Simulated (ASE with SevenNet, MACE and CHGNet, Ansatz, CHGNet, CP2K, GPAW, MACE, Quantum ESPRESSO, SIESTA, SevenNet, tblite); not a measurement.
# Running Σ7 (111) twist boundary in a MgS-YS solid solution (84 atoms) with machine-learned potentials

Aim: run Σ7 (111) twist boundary in a MgS-YS solid solution (84 atoms) in machine-learned potentials and see how near its forces come to a plane-wave reference, and at what cost.

Program: ASE with SevenNet, MACE and CHGNet. Level of theory: the method is named at each step. Results are calculated unless marked as measured.

### Step 1. The starting structure

The cell holds 84 atoms: 38 Mg, 42 S and 4 Y. Cell: a = 9.782 Å, b = 9.782 Å, c = 19.373 Å, α = 90.0°, β = 90.0°, γ = 120.0°. Rock-salt MgS lattice (a = 5.2289 Å, the value set for the mixture); two grains turned against each other by 38.21 deg about [111]; 1 x 1 coincidence cells, 1 lattice periods a grain, two boundaries a cell, upper grain shifted by [0, 0] of the boundary cell and opened by 0.63 Å, no atom removed; 4 of 42 Mg sites given to Y at random (lattice constant by Vegard's rule between MgS and YS); not relaxed, displaced by a Gaussian of 0.02 Å. Then every atom was moved at random, 0.05 Å r.m.s. a Cartesian component. Regions: lower grain, 42 atoms (20 Mg, 21 S and 1 Y); upper grain, 42 atoms (18 Mg, 21 S and 3 Y). The structure's axis is c.

The yardstick, on the same geometry:

```
method                 : Kohn-Sham DFT, PBE, PAW, plane waves (Ansatz 0.2.0); cutoff 420 eV, Γ point, fermi-dirac smearing of 0.05 eV; PAW set soft_2
r.m.s. force component : 0.7989 eV/Å
longest force          : 6.331 eV/Å
pressure               : 3.067 GPa
SCF cycles             : 14
time                   : 26 s on 4 threads of Intel Xeon Platinum 8259CL at 2.50GHz (Skylake/Cascade Lake), shared host
CPU time               : 94 s
```

### Step 2. SevenNet l3i5 potential

Method: machine-learned interatomic potential SevenNet l3i5, trained on PBE(+U) plane-wave data.

File run.py:

```python
import numpy as np
from ase.io import read
import mlip  # loads the published weights by name

atoms = read("structure.xyz")
atoms.calc = mlip.calc("7net-l3i5")
energy = atoms.get_potential_energy()
forces = atoms.get_forces()
print(f"energy {energy:.6f} eV")
print("forces (eV/A)")
for i, (a, f) in enumerate(zip(atoms, forces)):
    print(f"{i:4d} {a.symbol:2s} {f[0]:10.5f} {f[1]:10.5f} {f[2]:10.5f}")
stress = -atoms.get_stress(voigt=False) * 160.21766
print("stress (GPa, compression positive)")
for row in stress:
    print(" ".join(f"{x:10.4f}" for x in row))
```

File structure.xyz:

```xyz
84
Lattice="9.78238 0.00000 0.00000 -4.89119 8.47179 0.00000 0.00000 0.00000 19.37344" Properties=species:S:1:pos:R:3 pbc="T T T"
Mg 5.64248 4.80384 0.02751
S -2.10590 5.23260 1.61265
Mg 6.29682 1.12844 0.02635
S 8.37739 1.67462 1.53205
Mg 7.05447 3.20251 3.10401
S -0.79394 3.57781 4.45977
Mg 8.49169 1.58694 6.09217
S 0.72991 1.99316 7.55932
Mg 2.13359 6.06318 19.35000
S 4.22677 6.41535 1.55859
Mg 2.76010 8.09801 2.98254
S -4.87270 8.45163 4.57601
Mg 2.74909 2.49130 0.01589
S 4.74445 2.83144 1.50222
Mg 3.41488 4.43862 3.04550
S 5.66033 4.91050 4.61611
Mg 4.13418 6.43576 6.02185
S -3.49784 6.85037 7.48144
Y 4.20975 0.76043 3.14799
S 6.31399 1.10548 4.47720
Mg 4.90420 2.86228 5.99337
S 6.91644 3.22131 7.55351
Mg -1.37134 7.30870 0.02557
S 0.64172 7.61868 1.53941
Mg -0.63135 3.63304 19.30835
S 1.34664 4.00462 1.46386
Mg 0.03688 5.68847 2.91609
S 2.13828 6.16399 4.48146
Mg 0.67978 7.66223 6.13208
S 2.71755 8.04651 7.47931
Mg 9.76624 0.01254 19.35135
S 2.09377 0.39453 1.47161
Mg 0.72531 2.03535 2.97595
S 2.82911 2.49401 4.50006
Mg 1.50927 4.09569 6.15940
S 3.36308 4.37331 7.51321
Mg 2.13266 0.45121 6.16056
S 4.11457 0.77822 7.62887
Mg -3.39674 6.90332 2.95619
S -1.42583 7.23398 4.50200
Mg -2.19101 5.31054 6.01352
S 0.04016 5.55809 7.51166
Mg 1.32869 7.35665 9.61756
S 7.61612 0.41249 11.34257
Mg 4.19464 4.85239 9.63538
S 5.52122 6.36359 11.16588
Mg 3.47524 6.86681 12.80914
S 9.74428 0.03092 14.20170
Mg 7.07124 2.41878 9.66463
S -1.38827 4.04350 11.18622
Mg 6.29653 4.41787 12.74017
S -2.01713 6.06089 14.13021
Mg 5.62091 6.46338 15.75254
S -2.85694 8.04041 17.14414
Mg -2.13168 6.01412 9.68052
S -0.56586 7.53659 11.23330
[... 24 atom lines left out ...]
Mg -1.29753 4.07103 15.71825
S -0.04079 5.61493 17.24992
Mg 1.41189 1.53204 15.75061
S 2.91681 3.23775 17.28246
```

Launch:

```
> OMP_NUM_THREADS=1 python run.py > output.txt
```

What it wrote:

```text
energy -369.665436 eV
forces (eV/A)
   0 Mg   -0.12244    0.05649    0.03268
   1 S     0.11036    0.00084   -1.33449
   2 Mg    0.08515    0.31633    0.20851
   3 S    -0.21127   -0.38920   -1.00015
   4 Mg   -0.56712    0.16056    0.07805
   5 S     0.78179    0.29903    0.27486
   6 Mg   -0.21828    0.19982    0.58274
   7 S    -0.17421    0.11041    0.97233
   8 Mg    0.14744   -0.12924   -0.81880
   9 S    -0.10683    0.12266   -0.86857
  10 Mg    0.61658   -0.15338    0.27624
  11 S     0.15499    0.20126   -0.49135
  12 Mg   -0.03850   -0.50402    0.38035
  13 S     0.98049    0.33867   -0.89070
  14 Mg    0.29841    0.38892    0.27116
  15 S    -0.59017   -0.45165   -0.88987
  16 Mg    0.18826    0.09012    0.79155
  17 S     0.04310    0.26469    1.19642
  18 Y    -0.45010    0.43978   -0.29733
  19 S     0.81528    0.67599    0.82515
  20 Mg    0.17780    0.21987    0.86282
  21 S     0.03388    0.22388   -0.69655
  22 Mg   -0.31605   -0.31825   -1.12820
  23 S     0.71800   -0.14460   -1.55190
[...]
76 Mg   -0.28477   -0.33155   -1.27807
  77 S    -0.78301    0.53771    0.84723
  78 Mg   -0.18216   -0.28628    0.30099
  79 S     0.10080   -0.07105   -0.39745
  80 Mg   -0.56216   -0.12999    0.82345
  81 S     0.34085    0.09917    0.97918
  82 Mg    0.41383    0.19501    0.84866
  83 S    -0.61930    0.43906   -1.03465
stress (GPa, compression positive)
    3.6442     0.2206     0.1452
    0.2206     3.1893     0.5817
    0.1452     0.5817    -0.3853
```

Wall time 24 s (1 thread of Intel Xeon Platinum 8259CL at 2.50GHz (Skylake/Cascade Lake), shared host); peak memory 1.1 GiB.

Banners, paths, timers and routine set-up lines are dropped from the logs unmarked, and long logs keep their key lines alone; longer cuts are marked.

Against the reference:

| Property | Result |
| --- | --- |
| r.m.s. force component | 0.7753 eV/Å |
| r.m.s. difference of force components | 124.1 meV/Å |
| longest difference of force vectors | 447.7 meV/Å |
| force difference over r.m.s. force | 15.53 % |
| slope of forces against the reference's | 0.9588 |
| correlation of force components | 0.988 |
| pressure | 2.149 GPa |
| pressure difference | -0.9174 GPa |

Length of the force difference by element (eV/Å):

```tsv
element	atoms	mean	most
Mg	38	0.18	0.41
S	42	0.19	0.45
Y	4	0.38	0.43
```

The surroundings of Y61, one of the 4 Y atoms, nearest first, numbered as they follow in the input and with coordinates relative to it.

```tsv
atom	x	y	z	distance (Å)	bonds	Fx	Fy	Fz (eV/Å)
Y61	0.00	0.00	0.00	0.00	6	0.99	-0.99	1.07
S56	-0.58	1.89	-1.45	2.45	6	-1.21	1.47	-1.78
S52	-2.03	0.42	1.45	2.53	6	-1.26	0.13	0.64
S50	-1.40	-1.60	-1.49	2.60	6	-0.39	-0.64	-1.04
S60	2.15	-0.34	-1.53	2.66	6	0.29	-0.42	-0.82
S62	1.39	1.67	1.57	2.68	6	-0.27	-0.71	-0.31
S80	0.73	-2.10	1.62	2.75	6	0.10	-0.07	-0.40
Mg71	0.59	3.53	0.06	3.58	6	0.25	0.46	0.20
Mg59	0.69	-1.94	-2.98	3.62	4	0.04	0.01	-1.32
```

Atoms are counted from 1 here, from 0 in the log.

Forces lie 16 % from the reference's, at 0.19 times its CPU time (on 1 against 4 cores).

### Step 3. MACE MP-0b2 small potential

Method: machine-learned interatomic potential MACE MP-0b2 small, trained on PBE(+U) plane-wave data.

run.py: that of step 2 with these lines changed.

```diff
@@ -5,3 +5,3 @@
 atoms = read("structure.xyz")
-atoms.calc = mlip.calc("7net-l3i5")
+atoms.calc = mlip.calc("mace-mp-0b2-small")
 energy = atoms.get_potential_energy()
```

structure.xyz is that of step 2.

What it wrote:

```text
energy -368.907949 eV
forces (eV/A)
   0 Mg   -0.12634    0.11571    0.33685
   1 S     0.05297   -0.01991   -1.33717
   2 Mg    0.03024    0.34637    0.38595
   3 S    -0.18422   -0.55957   -0.99102
   4 Mg   -0.59215    0.26976   -0.02016
   5 S     0.93034    0.26824    0.26179
   6 Mg   -0.20395    0.21162    0.38623
   7 S    -0.18961    0.11589    1.12903
   8 Mg    0.10438   -0.09639   -0.75593
   9 S    -0.01166    0.22034   -0.86538
  10 Mg    0.64930   -0.21293    0.28541
  11 S     0.17417    0.30408   -0.66031
  12 Mg    0.02829   -0.47614    0.81051
  13 S     0.90287    0.25196   -0.85875
  14 Mg    0.34681    0.40771    0.14556
  15 S    -0.67281   -0.56863   -0.96381
  16 Mg    0.23780    0.11904    0.49527
  17 S     0.06757    0.17987    1.43817
  18 Y    -0.48779    0.62024   -0.75474
  19 S     0.71851    0.79318    0.78110
  20 Mg    0.11035    0.27081    0.71232
  21 S     0.13559    0.18117   -0.69798
  22 Mg   -0.32699   -0.36881   -1.10162
  23 S     0.77244   -0.09113   -1.50991
[...]
76 Mg   -0.26352   -0.19044   -1.12992
  77 S    -0.72956    0.41257    0.84855
  78 Mg   -0.33586   -0.31703    0.36854
  79 S     0.17740   -0.00807   -0.69056
  80 Mg   -0.51443   -0.12359    0.69073
  81 S     0.29015    0.06335    1.31495
  82 Mg    0.39889    0.21894    0.63984
  83 S    -0.63335    0.37570   -1.11205
stress (GPa, compression positive)
    2.9681     0.1791     0.1118
    0.1791     2.5881     0.5694
    0.1118     0.5694    -0.4259
```

Run time: 12 s. Hardware: 1 thread; peak memory 0.67 GiB.

Against the reference:

```yaml
r_m_s_force_component: 0.7985 eV/Å
r_m_s_difference_of_force_components: 174.8 meV/Å
longest_difference_of_force_vectors: 681.5 meV/Å
force_difference_over_r_m_s_force: 21.88 %
slope_of_forces_against_the_reference_s: 0.9756
correlation_of_force_components: 0.9761
pressure: 1.71 GPa
pressure_difference: -1.357 GPa
```

Against the first run (16 %), the force difference from the reference is 22 %, at 0.61 times the CPU time.

### Step 4. CHGNet r2SCAN potential

Method: machine-learned interatomic potential CHGNet r2SCAN, trained on r2SCAN plane-wave data.

run.py: that of step 3 with these lines changed.

```diff
@@ -5,3 +5,3 @@
 atoms = read("structure.xyz")
-atoms.calc = mlip.calc("mace-mp-0b2-small")
+atoms.calc = mlip.calc("chgnet-r2scan")
 energy = atoms.get_potential_energy()
```

structure.xyz is that of step 3.

What it wrote:

```text
CHGNet vr2scan initialized with 412,525 parameters
CHGNet will run on cpu
energy -715.405396 eV
forces (eV/A)
   0 Mg   -0.11107    0.07964    0.53295
   1 S     0.06920    0.04825   -1.11676
   2 Mg    0.10924    0.30719    0.46003
   3 S    -0.12640   -0.27792   -0.78809
   4 Mg   -0.23366    0.16743   -0.03738
   5 S     0.68678    0.16155    0.17099
   6 Mg   -0.14324    0.10526    0.13333
   7 S    -0.00338   -0.01923    1.00030
   8 Mg    0.05279   -0.06478   -0.31516
   9 S    -0.07654    0.08653   -0.76499
  10 Mg    0.49900   -0.17693    0.27934
  11 S     0.18100    0.26739   -0.45311
  12 Mg   -0.00514   -0.33333    0.79799
  13 S     0.58440    0.36059   -0.92577
  14 Mg    0.22957    0.33699    0.10433
  15 S    -0.46936   -0.37887   -0.60783
  16 Mg    0.15764    0.06680    0.22745
  17 S     0.13462    0.14864    1.13807
  18 Y    -0.35500    0.35578   -0.37245
  19 S     0.59745    0.49066    0.66429
  20 Mg    0.06762    0.19361    0.39037
  21 S    -0.01789    0.08480   -0.37929
  22 Mg   -0.26787   -0.24784   -0.67369
  23 S     0.61075   -0.23176   -1.33377
[...]
76 Mg   -0.17932   -0.21170   -0.77622
  77 S    -0.60978    0.36021    0.48341
  78 Mg   -0.21148   -0.30200    0.25045
  79 S     0.16559   -0.11633   -0.34074
  80 Mg   -0.20984   -0.09822    0.49466
  81 S     0.16335   -0.22938    1.11762
  82 Mg    0.26053    0.24838    0.33783
  83 S    -0.35766    0.25911   -0.69654
stress (GPa, compression positive)
    1.5878     0.1694     0.0737
    0.1694     1.2725     0.4588
    0.0737     0.4588    -0.4573
```

Run time: 7.2 s. Hardware: 1 thread; peak memory 0.85 GiB.

Numbers from this run, and their distance from the reference:

```
r.m.s. force component                  : 0.6013 eV/Å
r.m.s. difference of force components   : 298.8 meV/Å
longest difference of force vectors     : 2262 meV/Å
force difference over r.m.s. force      : 37.4 %
slope of forces against the reference's : 0.7133
correlation of force components         : 0.9477
pressure                                : 0.801 GPa
pressure difference                     : -2.266 GPa
```

Against the first run (16 %), the force difference from the reference is 37 %, at 0.38 times the CPU time; this potential was trained at another functional than the reference's, which explains only part of so large a difference.

### Step 5. All runs compared

Differences are against the plane-wave reference, forces as r.m.s. over components; share is that over the reference's r.m.s. force, slope the least-squares factor from reference forces to these. Total energies of different programs have different zeros and aren't compared.

```tsv
run	Δ force, r.m.s. (meV/Å)	share (%)	slope	Δ pressure (GPa)	cores	CPU time	memory (GiB)
reference	-	-	-	-	4	94 s	2.3
SevenNet l3i5 potential	124	15.5	0.959	-0.917	1	18 s	1.1
MACE MP-0b2 small potential	175	21.9	0.976	-1.36	1	11 s	0.67
CHGNet r2SCAN potential	299	37.4	0.713	-2.27	1	6.8 s	0.85
```

Times of the machine-learned potentials are mostly Python's start and the loading of weights.

CPU time is summed over cores on a shared host, where runs went side by side, so it is rough. Symmetry, cutoffs, thresholds, outputs and thread counts weren't matched or tuned between programs; memory under MPI is the largest rank's times the ranks.

### Step 6. Outcome

| Quantity | Value |
| --- | --- |
| nearest in forces | SevenNet l3i5 potential, 16 % |
| its CPU time | 18 s |

Machine-learned potentials differ by 16 % (SevenNet l3i5 potential) to 37 % (CHGNet r2SCAN potential); they were trained on other programs' data, some at another functional. Machine-learned potentials mimic data converged in k, so the reference's own k-point error enters their differences. The host structure and its lattice constant were typed by rule, without a check against the phase diagram. The reference's pressure of 3.1 GPa belongs to a cell and atoms that aren't relaxed at this level. The electronic-structure runs sample only Γ, in a cell whose shortest periodic width is 8 Å, which is coarse for a cell with partly filled levels.

[Also dropped from logs without a mark: logging warnings of Python, and SIESTA's first energy breakdown and zero terms.]

[Logs are printed without paths, hosts, clocks, repeated set-up lines and the standing remarks that a program may print on its own settings, such as how far it seeks lower states.]

[Hosts, paths, dates, database ids (printed as entryN), source tags and the programs' standing remarks are cut or masked in the printed files.]
